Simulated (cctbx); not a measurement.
## Accept or mend?

Cell a = 9.6950 Å, b = 4.5770 Å, c = 10.6680 Å, α = 90.00°, β = 102.48°, γ = 90.00°; space group P2_1/m (no. 11).

Simulated single-crystal data (cctbx): Mo Kα, λ = 0.71073 Å, to d = 0.8 Å, 70 % of the full sphere, strongest reflection 20000 counts, noise from counting, a 4 % proportional error and a noise floor of 4 counts (s.d.); no absorption.

An anisotropic refinement with weights 1/σ² prints:

```text
Rint 0.037, 1040 unique reflections to 0.80 A
cycle     R1     wR2    GooF  max shift (A)
   1  0.1707  0.3818   7.352   0.01730
   2  0.1665  0.3621   6.974   0.00025
final R1 0.1665 wR2 0.3621 GooF 6.974  parameters 60  data/parameter 17.3
atom        x        y        z      Ueq    occ   su(xyz)  su(Uiso or U11)
Tb1    0.77674  0.75000  0.10999   0.0000  1.000  0.00036  0.0017  NPD
Tb2    0.67241  0.75000  0.70665   0.0012  1.000  0.00039  0.0017
Sn1    0.40785  0.25000  0.64108   0.0032  1.000  0.00058  0.0026  NPD
Sn2    0.12017  0.75000  0.07429  -0.0005  1.000  0.00053  0.0023  NPD
Sn3    0.91481  0.25000  0.65782  -0.0007  1.000  0.00052  0.0024  NPD
Sn4    0.57346  0.25000  0.91345  -0.0007  1.000  0.00053  0.0024  NPD
Sn5    0.17133  0.75000  0.64529  -0.0009  1.000  0.00052  0.0024  NPD
Fe1    0.57641  0.25000  0.18267   0.0069  1.000  0.00129  0.0057  NPD
Fe2    0.98363  0.75000  0.81843   0.0026  1.000  0.00119  0.0054  NPD
Fe3    0.87273  0.75000  0.50651   0.0015  1.000  0.00122  0.0053  NPD
difference map: max 96.05 min -7.64 rms 3.12
Q1    0.3726  0.7500  0.4858    2   99.90  2.76 A from Sn1
Q2    0.3349  0.2500  0.3083    2   24.68  0.16 A from Tb2
Q3    0.0821  0.7500  0.3408    2   23.12  0.03 A from Sn3
Q4    0.2205  0.2500  0.8836    2   22.30  0.07 A from Tb1
Q5    0.4082  0.2500  0.6489    2   21.98  0.08 A from Sn1
Q6    0.4203  0.7500  0.0761    2   16.99  0.11 A from Sn4
```

**Question.** Can this result stand? If not, what is the likely fault?

Mend it. The fault: an atom left out, Fe at (0.6273, 1/4, 0.5140). Against the right model at the same level, R1 goes from 0.0207 to 0.1665 and GooF from 0.94 to 6.97, the top difference peak, 99.9 e/Å³, lies 2.76 Å from Sn1 and Tb1, Sn1, Sn2, Sn3, Sn4, Sn5, Fe1, Fe2 and Fe3 go non-positive-definite. Q1 is the missing atom. With scattering power missing, scale and phases suffer, so peaks may also grow on the heavy atoms.

The compound is Tb2Fe4Sn5. The right model at the same level gives:

```text
Rint 0.037, 1040 unique reflections to 0.80 A
cycle     R1     wR2    GooF  max shift (A)
   1  0.0238  0.0571   1.102   0.00172
   2  0.0207  0.0487   0.942   0.00000
final R1 0.0207 wR2 0.0487 GooF 0.942  parameters 66  data/parameter 15.8
atom        x        y        z      Ueq    occ   su(xyz)  su(Uiso or U11)
Tb1    0.77674  0.75000  0.11001   0.0050  1.000  0.00005  0.0002
Tb2    0.67186  0.75000  0.70594   0.0052  1.000  0.00005  0.0002
Sn1    0.40771  0.25000  0.64204   0.0075  1.000  0.00007  0.0003
Sn2    0.12007  0.75000  0.07409   0.0055  1.000  0.00007  0.0003
Sn3    0.91541  0.25000  0.65786   0.0038  1.000  0.00007  0.0003
Sn4    0.57427  0.25000  0.91405   0.0055  1.000  0.00007  0.0003
Sn5    0.17042  0.75000  0.64595   0.0043  1.000  0.00007  0.0003
Fe1    0.62722  0.25000  0.51413   0.0048  1.000  0.00015  0.0006
Fe2    0.57451  0.25000  0.18294   0.0080  1.000  0.00016  0.0007
Fe3    0.98239  0.75000  0.81833   0.0057  1.000  0.00015  0.0006
Fe4    0.87194  0.75000  0.50631   0.0068  1.000  0.00015  0.0007
difference map: max 1.68 min -1.50 rms 0.36
Q1    0.0583  0.7500  0.7046    2    1.68  1.37 A from Sn5
Q2    0.3922  0.7500  0.6792    2    1.67  1.44 A from Fe2
Q3    0.2970  0.2500  0.1840    2    1.58  1.15 A from Tb2
Q4    0.4839  0.7500  0.9344    2    1.52  1.26 A from Fe2
Q5    0.4771  0.2500  0.4866    2    1.47  1.42 A from Fe1
Q6    0.4565  0.2500  0.9581    2    1.42  1.33 A from Sn4
```

The model is made up (kin elements in a known structure type, no relaxation), so it says nothing on whether the phase exists.

[Middle refinement cycles are left out of these outputs.]

[Logs are printed without paths, hosts, clocks, repeated set-up lines and the standing remarks that a program may print on its own settings, such as how far it seeks lower states.]
